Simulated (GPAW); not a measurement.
## How the plane-wave cutoff moves the magnetism of zigzag Mo chain, bond 2.521 A

Aim: see how far moments and order energies of zigzag Mo chain, bond 2.521 A move with the plane-wave cutoff, and what each rung costs.

Calculated with GPAW 26.7.0; PBE; plane waves with GPAW's PAW setups, scalar-relativistic.

Most raw output is cut from this account.

## Step 1: The starting structure

The cell holds 2 atoms: 2 Mo. Its edges and angles: a = 12.000 Å, b = 12.000 Å, c = 3.025 Å, α = 90.0°, β = 90.0°, γ = 90.0°. model lattice. Vacuum lies along a and b. The structure's axis is c.

## Step 2: Rung 1 (250 eV), start ferro ++

The ladder starts at a low cutoff and climbs, to see from where on the results stand still.

The input, order1.py:

```python
import json
import numpy as np
from ase import Atoms
from ase.parallel import paropen, parprint
from gpaw import GPAW

atoms = Atoms(['Mo', 'Mo'],
    cell=[[12.0, 0.0, 0.0],
         [0.0, 12.0, 0.0],
         [0.0, 0.0, 3.0252]],
    scaled_positions=[[0.41596667, 0.5, 0.0],
         [0.58403333, 0.5, 0.5]],
    pbc=True,
    magmoms=[1.0, 1.0])
atoms.calc = GPAW(mode={'name': 'pw', 'ecut': 250},
    xc='PBE',
    kpts={'size': (1, 1, 10), 'gamma': True},
    occupations={'name': 'fermi-dirac', 'width': 0.1},
    convergence={'density': 1e-05, 'energy': 1e-05},
    maxiter=200,
    symmetry={'tolerance': 1e-4},
    txt='order1.txt')
e = atoms.get_potential_energy(force_consistent=True)
res = {'free_energy': e, 'energy_sigma0': atoms.get_potential_energy(), 'fermi_energy': atoms.calc.get_fermi_level()}
res['moments'] = atoms.get_magnetic_moments().tolist()
res['total'] = atoms.get_magnetic_moment()
parprint('site moments (muB):', np.round(res['moments'], 3))
parprint(f"total moment: {res['total']:.3f} muB")
parprint(f'free energy: {e:.6f} eV')
atoms.calc.write('order1.gpw')
with paropen('results.json', 'w') as f:
    json.dump(res, f)
```

Run with:

```
$ OMP_NUM_THREADS=1 python3 order1.py > order1.log
```

Run time: 52 s. Hardware: 1 MPI rank of Intel Xeon Platinum 8488C (Sapphire Rapids), shared host; peak memory 0.21 GiB.

Numbers from this step:

```
magnetization  : 0.5246 μB
final state    : ferromagnetic
largest moment : 0.1515 μB
```

After 41 cycles the largest moment stands at 0.151 μB.

## Step 3: Rung 1 (250 eV), start antiferro +-

The second start gives the energy difference between the two end states, the quantity that is followed up the ladder.

order2.py is the script of step 2 with these lines changed:

```diff
@@ -13,3 +13,3 @@
     pbc=True,
-    magmoms=[1.0, 1.0])
+    magmoms=[1.0, -1.0])
 atoms.calc = GPAW(mode={'name': 'pw', 'ecut': 250},
@@ -21,3 +21,3 @@
     symmetry={'tolerance': 1e-4},
-    txt='order1.txt')
+    txt='order2.txt')
 e = atoms.get_potential_energy(force_consistent=True)
@@ -29,3 +29,3 @@
 parprint(f'free energy: {e:.6f} eV')
-atoms.calc.write('order1.gpw')
+atoms.calc.write('order2.gpw')
 with paropen('results.json', 'w') as f:
```

Run with:

```
$ OMP_NUM_THREADS=1 python3 order2.py > order2.log
```

Wall time 28 s (1 MPI rank); peak memory 0.21 GiB.

Numbers from this step:

```
magnetization  : 0 μB
final state    : antiferromagnetic
largest moment : 1.766 μB
```

This start lies -159.8 meV a seeded atom from the first; its largest moment is 1.77 μB.

## Step 4: Rung 2 (325 eV), start ferro ++

order1.py is the script of step 2 with these lines changed:

```diff
@@ -14,3 +14,3 @@
     magmoms=[1.0, 1.0])
-atoms.calc = GPAW(mode={'name': 'pw', 'ecut': 250},
+atoms.calc = GPAW(mode={'name': 'pw', 'ecut': 325},
     xc='PBE',
```

Run with:

```
$ OMP_NUM_THREADS=1 python3 order1.py > order1.log
```

Elapsed: 37 s, on 1 MPI rank; peak memory 0.25 GiB.

Numbers from this step:

* magnetization: 0.8504 μB
* final state: ferromagnetic
* largest moment: 0.2499 μB

The largest moment moves by +0.10 μB from rung 1, at 0.70 times its CPU time.

## Step 5: Rung 2 (325 eV), start antiferro +-

order2.py is the script of step 3 with these lines changed:

```diff
@@ -14,3 +14,3 @@
     magmoms=[1.0, -1.0])
-atoms.calc = GPAW(mode={'name': 'pw', 'ecut': 250},
+atoms.calc = GPAW(mode={'name': 'pw', 'ecut': 325},
     xc='PBE',
```

Run with:

```
$ OMP_NUM_THREADS=1 python3 order2.py > order2.log
```

Wall time 30 s (1 MPI rank); peak memory 0.25 GiB.

Numbers from this step:

```
magnetization  : 0 μB
final state    : antiferromagnetic
largest moment : 1.838 μB
```

This start lies -169.5 meV a seeded atom from the first, a change of -9.8 meV since rung 1; its largest moment is 1.84 μB.

## Step 6: Rung 3 (400 eV), start ferro ++

order1.py is the script of step 4 with these lines changed:

```diff
@@ -14,3 +14,3 @@
     magmoms=[1.0, 1.0])
-atoms.calc = GPAW(mode={'name': 'pw', 'ecut': 325},
+atoms.calc = GPAW(mode={'name': 'pw', 'ecut': 400},
     xc='PBE',
```

Run with:

```
$ OMP_NUM_THREADS=1 python3 order1.py > order1.log
```

Elapsed: 41 s, on 1 MPI rank; peak memory 0.29 GiB.

Numbers from this step:

```
magnetization  : 0.8615 μB
final state    : ferromagnetic
largest moment : 0.2545 μB
```

The largest moment is that of rung 2, at 1.1 times its CPU time.

## Step 7: Rung 3 (400 eV), start antiferro +-

order2.py is the script of step 5 with these lines changed:

```diff
@@ -14,3 +14,3 @@
     magmoms=[1.0, -1.0])
-atoms.calc = GPAW(mode={'name': 'pw', 'ecut': 325},
+atoms.calc = GPAW(mode={'name': 'pw', 'ecut': 400},
     xc='PBE',
```

Run with:

```
$ OMP_NUM_THREADS=1 python3 order2.py > order2.log
```

It took 43 s on 1 MPI rank; peak memory 0.28 GiB.

Numbers from this step:

```yaml
magnetization: 0 μB
final_state: antiferromagnetic
largest_moment: 1.858 μB
```

This start lies -172.5 meV a seeded atom from the first, a change of -3.0 meV since rung 2; its largest moment is 1.86 μB.

## Step 8: Rung 4 (500 eV), start ferro ++

order1.py is the script of step 6 with these lines changed:

```diff
@@ -14,3 +14,3 @@
     magmoms=[1.0, 1.0])
-atoms.calc = GPAW(mode={'name': 'pw', 'ecut': 400},
+atoms.calc = GPAW(mode={'name': 'pw', 'ecut': 500},
     xc='PBE',
```

Run with:

```
$ OMP_NUM_THREADS=1 python3 order1.py > order1.log
```

It took 55 s on 1 MPI rank; peak memory 0.36 GiB.

Numbers from this step:

* magnetization: 0.8667 μB
* final state: ferromagnetic
* largest moment: 0.2562 μB

The largest moment is that of rung 3, at 1.4 times its CPU time.

## Step 9: Rung 4 (500 eV), start antiferro +-

order2.py is the script of step 7 with these lines changed:

```diff
@@ -14,3 +14,3 @@
     magmoms=[1.0, -1.0])
-atoms.calc = GPAW(mode={'name': 'pw', 'ecut': 400},
+atoms.calc = GPAW(mode={'name': 'pw', 'ecut': 500},
     xc='PBE',
```

Run with:

```
$ OMP_NUM_THREADS=1 python3 order2.py > order2.log
```

Wall time 69 s (1 MPI rank); peak memory 0.35 GiB.

This step gave:

- magnetization: 0 μB
- final state: antiferromagnetic
- largest moment: 1.860 μB

This start lies -172.6 meV a seeded atom from the first, a change of -0.2 meV since rung 3; its largest moment is 1.86 μB.

## Step 10: Rung 5 (650 eV), start ferro ++

order1.py is the script of step 8 with these lines changed:

```diff
@@ -14,3 +14,3 @@
     magmoms=[1.0, 1.0])
-atoms.calc = GPAW(mode={'name': 'pw', 'ecut': 500},
+atoms.calc = GPAW(mode={'name': 'pw', 'ecut': 650},
     xc='PBE',
```

Run with:

```
$ OMP_NUM_THREADS=1 python3 order1.py > order1.log
```

Elapsed: 94 s, on 1 MPI rank; peak memory 0.47 GiB.

Numbers from this step:

| Quantity | Value |
| --- | --- |
| magnetization | 0.8672 μB |
| final state | ferromagnetic |
| largest moment | 0.2564 μB |

The largest moment is that of rung 4, at 1.7 times its CPU time.

## Step 11: Rung 5 (650 eV), start antiferro +-

order2.py is the script of step 9 with these lines changed:

```diff
@@ -14,3 +14,3 @@
     magmoms=[1.0, -1.0])
-atoms.calc = GPAW(mode={'name': 'pw', 'ecut': 500},
+atoms.calc = GPAW(mode={'name': 'pw', 'ecut': 650},
     xc='PBE',
```

Run with:

```
$ OMP_NUM_THREADS=1 python3 order2.py > order2.log
```

It took 88 s on 1 MPI rank; peak memory 0.47 GiB.

Numbers from this step:

```
magnetization  : 0 μB
final state    : antiferromagnetic
largest moment : 1.861 μB
```

This start lies -172.8 meV a seeded atom from the first, a change of -0.1 meV since rung 4; its largest moment is 1.86 μB.

## Step 12: Rung 6 (800 eV), start ferro ++

order1.py is the script of step 10 with these lines changed:

```diff
@@ -14,3 +14,3 @@
     magmoms=[1.0, 1.0])
-atoms.calc = GPAW(mode={'name': 'pw', 'ecut': 650},
+atoms.calc = GPAW(mode={'name': 'pw', 'ecut': 800},
     xc='PBE',
```

Run with:

```
$ OMP_NUM_THREADS=1 python3 order1.py > order1.log
```

The job ended after 1.8 min (1 MPI rank; peak memory 0.6 GiB).

Read from the output:

```yaml
magnetization: 0.8675 μB
final_state: ferromagnetic
largest_moment: 0.2565 μB
```

The largest moment is that of rung 5, at 1.1 times its CPU time.

## Step 13: Rung 6 (800 eV), start antiferro +-

order2.py is the script of step 11 with these lines changed:

```diff
@@ -14,3 +14,3 @@
     magmoms=[1.0, -1.0])
-atoms.calc = GPAW(mode={'name': 'pw', 'ecut': 650},
+atoms.calc = GPAW(mode={'name': 'pw', 'ecut': 800},
     xc='PBE',
```

Run with:

```
$ OMP_NUM_THREADS=1 python3 order2.py > order2.log
```

Wall time 2 min (1 MPI rank); peak memory 0.6 GiB.

Numbers from this step:

```
magnetization  : 0 μB
final state    : antiferromagnetic
largest moment : 1.861 μB
```

This start lies -172.8 meV a seeded atom from the first, a change of -0.0 meV since rung 5; its largest moment is 1.86 μB.

## Step 14: A faulty input

An input with a fault is tried, to see how the program answers.

run.py, as its differences from order2.py of step 13:

```diff
@@ -13,4 +13,5 @@
     pbc=True,
-    magmoms=[1.0, -1.0])
-atoms.calc = GPAW(mode={'name': 'pw', 'ecut': 800},
+    magmoms=[1.0, 1.0])
+atoms.set_cell(atoms.cell * 1.8897, scale_atoms=True)
+atoms.calc = GPAW(mode={'name': 'pw', 'ecut': 550},
     xc='PBE',
@@ -19,5 +20,5 @@
     convergence={'density': 1e-05, 'energy': 1e-05},
-    maxiter=200,
+    maxiter=60,
     symmetry={'tolerance': 1e-4},
-    txt='order2.txt')
+    txt='run.txt')
 e = atoms.get_potential_energy(force_consistent=True)
@@ -29,3 +30,3 @@
 parprint(f'free energy: {e:.6f} eV')
-atoms.calc.write('order2.gpw')
+atoms.calc.write('run.gpw')
 with paropen('results.json', 'w') as f:
```

Run with:

```
$ OMP_NUM_THREADS=1 python3 run.py > run.log
```

Wall time 4 min (1 MPI rank); peak memory 1.9 GiB.

The run was cut off at its time limit.

The fault put into the input: a cell typed in bohr.

The script takes ångström, so this cell is 1.89 times too wide.

## Step 15: The rungs together

Ladder, by row:

```csv
rung,cutoff (eV),state from the first start,state from the second start,second less first (meV a seeded atom),"moment, first (μB)","moment, second (μB)",CPU time (s)
1,250,ferromagnetic,antiferromagnetic,-159.8,0.1515,1.766,80.3
2,325,ferromagnetic,antiferromagnetic,-169.5,0.2499,1.838,66.14
3,400,ferromagnetic,antiferromagnetic,-172.5,0.2545,1.858,83.26
4,500,ferromagnetic,antiferromagnetic,-172.6,0.2562,1.86,123.7
5,650,ferromagnetic,antiferromagnetic,-172.8,0.2564,1.861,182.2
6,800,ferromagnetic,antiferromagnetic,-172.8,0.2565,1.861,223.1
```

## Step 16: What came out

```json
{"range of the moment in the table, second start": "1.77 to 1.86 μB", "range of CPU time": "66 s to 3.7 min", "range of the energy difference": "-173 to -160 meV a seeded atom", "first rung from which all stay within 8.6 meV of the last": "2"}
```

In words: From rung 2 on the result stays within 3.3 meV of the last rung, inside the margin of 8.6 meV set for it, at 30 % of the last rung's cost. The second start ends lower on every rung of the table; whether functional and cell give the true order is another question.

[Logs and program files are shortened in this print: banners, set-up blocks, solver, clock and traceback lines can be left out without a mark of their own.]

[Logs are printed without paths, hosts, clocks, repeated set-up lines and the standing remarks that a program may print on its own settings, such as how far it seeks lower states.]

[Hosts, paths, dates, database ids (printed as entryN), source tags and the programs' standing remarks are cut or masked in the printed files.]

[Where a cell is said to come from a database of computed structures, the database is the Materials Project.]
